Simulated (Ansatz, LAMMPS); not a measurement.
# An extra electron or hole in glassy 57SiO2-27Al2O3-16BaO (mol %) (149 atoms): runs compared

Aim: add and remove one electron in glassy 57SiO2-27Al2O3-16BaO (mol %) (149 atoms), with atoms held and relaxed, and read trapping energy and localisation.

Computed with Ansatz 0.2.0: Kohn-Sham DFT, PBE, PAW (set soft_2), plane waves.

## 1. The cell

The cell holds 149 atoms: 25 Si, 24 Al, 7 Ba and 93 O. Its edges and angles: a = 12.759 Å, b = 12.759 Å, c = 12.759 Å, α = 90.0°, β = 90.0°, γ = 90.0°. 149 atoms (25 Si, 24 Al, 7 Ba, 93 O) placed at random at 3.04 g/cm³, melted at 4000 K for 10 ps at fixed volume with the Morse and Coulomb pair potential with partial charges (Pedone, Malavasi, Menziani, Cormack and Segre, J. Phys. Chem. B 110, 11780 (2006)). Quenched from 4000 K to 300 K at 25 K/ps and fixed volume, held 5 ps.

Limits known from the start: The quench rate of 25 K/ps is many orders above laboratory rates, so the cell is likely richer in defects and strain than a real sample. The starting topology of bonds comes from the classical model, and needn't be the one that DFT or experiment would give. The Brillouin zone is sampled at Γ only, in a cell whose shortest periodic width is 13 Å. The levels lack spin–orbit coupling, which is large for the heavy elements here.

## 2. The reference run

The reference is a single point at the end of the relaxation.

The charged cells start from the geometry of this run, on a uniform background, with spin and a narrow Fermi–Dirac smearing.

Its input, with most atom lines left out:

```yaml
crystal:
  lattice:
    - [12.7591, 0.0, 0.0]
    - [0.0, 12.7591, 0.0]
    - [0.0, 0.0, 12.7591]
  atoms:
    - { symbol: Si, position: [0.40613, 0.16441, 0.432] }
    - { symbol: Si, position: [0.80737, 0.14046, 0.73467] }
    - { symbol: Si, position: [0.16085, 0.42616, 0.31525] }
    - { symbol: Si, position: [0.27902, 0.10644, 0.00493] }
    - { symbol: Si, position: [0.88052, 0.40552, 0.56904] }
    - { symbol: Si, position: [0.45401, 0.5155, 0.02408] }
    - { symbol: Si, position: [0.65917, 0.58951, 0.65897] }
    [... atom lines 8 to 149 left out ...]
kpoints:
  mp_grid: { grid: [1, 1, 1] }
hamiltonian:
  xc: pbe
scf:
  occupations: { method: fixed }
output:
  forces: true
  stress: true
  populations: true
  dos:
    method: { smearing: { sigma: 0.1 } }
    de: 0.1
    projected: { site_lists: { Al: [Al], Ba: [Ba], O: [O], Si: [Si] } }
  eigenvalues: true
  write_density: true
  write_potential: true
  volumetric_format: npy
  elf: true
```

- free energy per atom: -828.2122 eV/atom
- r.m.s. force component: 0.00574 eV/Å
- pressure: -1.832 GPa

Filled and empty levels are parted by 3.70 eV (at Γ alone); a semilocal functional tends to put such gaps too low. In a disordered cell it changes from sample to sample, and tail or defect levels can set it.

## 3. The runs

Each row is one run, on 4 threads of Arm Neoverse V1, shared host. The free energy is the program's total, comparable only between runs with the same functional; between charge states it hangs on the program's zero of potential.

```
                                              run  atoms    outcome  relaxation steps  free energy (eV)     time  host memory (GiB)
                        Single point at the start    149  converged                 -       -123391.476     33 s                2.9
                                       Relaxation    149  converged                23       -123403.618  9.5 min                2.9
             Single point at the relaxed geometry    149  converged                 -       -123403.618     66 s                3.2
                    An extra electron, atoms held    149  converged                 -       -123395.920  3.6 min                5.5
                 An extra electron, atoms relaxed    149  converged                 5       -123395.931  8.2 min                5.4
An extra electron, levels at the relaxed geometry    149  converged                 -       -123395.931  3.4 min                5.5
          Neutral at the geometry of the electron    149  converged                 -       -123403.607     59 s                3.2
                        An extra hole, atoms held    149  converged                 -       -123407.419  4.3 min                5.5
                     An extra hole, atoms relaxed    149  converged                13       -123407.748   18 min                5.4
    An extra hole, levels at the relaxed geometry    149  converged                 -       -123407.748  2.8 min                5.5
              Neutral at the geometry of the hole    149  converged                 -       -123402.628     60 s                3.2
```

In some runs the program notes that starting moments were not kept.

A closer look about O138, which holds the most spin of the extra hole after relaxation: 10 atoms, nearest first, numbered in the order of the input, with positions taken from that point.

```
atom      x      y      z  distance (Å)  Löwdin charge (e)  moment (μB)
O138   0.00   0.00   0.00          0.00              -0.66         0.29
Si19   1.64   0.12   0.21          1.66               1.65         0.00
Al47  -1.90   0.11   0.14          1.90               1.34         0.00
 O96  -1.19   1.64   1.02          2.27              -0.71         0.26
O112   2.06  -1.41   0.39          2.52              -0.86         0.15
 O84   2.35   0.92  -1.13          2.76              -0.79         0.00
O129   2.16   1.03   1.48          2.81              -0.87         0.01
 O65  -2.28  -1.88  -0.46          2.99              -0.79         0.00
 O82  -0.61  -1.38  -2.59          2.99              -0.84         0.00
O122  -2.55   0.76  -1.38          3.00              -0.80         0.00
```

## 4. Energies and spread of the extra charge

Energies are differences within one cell and functional; the shift is the gain plus the neutral cell's energy at the new geometry, that is how much cheaper the vertical process becomes there. The spread is the participation number of the site moments (1/Σw², over the spin inside atomic spheres), with the atom that holds the largest share and the spin that the spheres hold in all.

```
 carrier  charged less neutral, atoms held (eV)  gain on relaxing (eV)  neutral cell at that geometry, less the reference (eV)  shift of the vertical energy (eV)        spread, atoms held          spread, relaxed
electron                                  7.697                  0.011                                                   0.010                              0.021                         -                        -
    hole                                 -3.801                  0.330                                                   0.990                              1.319  18; O121 10 % of 0.79 μB  4; O138 34 % of 0.83 μB
```

## 5. What came out

The extra electron gains 0.011 eV as the atoms relax: so small a gain shows no trapping at this level. The cell with the electron keeps a moment of only 0.00 μB where one unpaired electron should give 1 μB: the carrier is shared between both spins, which can hide trapping. The extra hole gains 0.33 eV as the atoms relax, and its spin goes from about 18 to 4 atoms: the atoms trap it, with the largest share on O138. The O138–O96 distance goes from 2.54 to 2.27 Å. Adding the two vertical energies gives 3.90 eV, against a gap of 3.70 eV in the neutral cell. The zero of the potential cancels in this sum; the excess likely reflects the charging energy of carriers confined to few atoms or to a small cell, partly offset by their attraction to the background.

**Limits.** Single energies of charged cells hang on the program's zero of potential. In the spin-polarised runs the search for a state of lower energy was switched off. No distortion was seeded, so a trapped state behind a barrier can't be found. Semilocal functionals favour spread-out charges, so trapping can be missed. In the spin-polarised runs the search for a state of lower energy was switched off. The stress is far from hydrostatic: its diagonal is -3.0, 0.3, -2.8 GPa, compression counted positive. The pressure of -1.8 GPa says that the cell would shrink at this level of theory. Charged cells carry a uniform background, with no correction for images.

The DFT runs together took 54 min of wall time.

[Long decimals in the printed logs are rounded to 6 places.]

[Logs are printed without paths, hosts, clocks, repeated set-up lines and the standing remarks that a program may print on its own settings, such as how far it seeks lower states.]

[Hosts, paths, dates, database ids (printed as entryN), source tags and the programs' standing remarks are cut or masked in the printed files.]
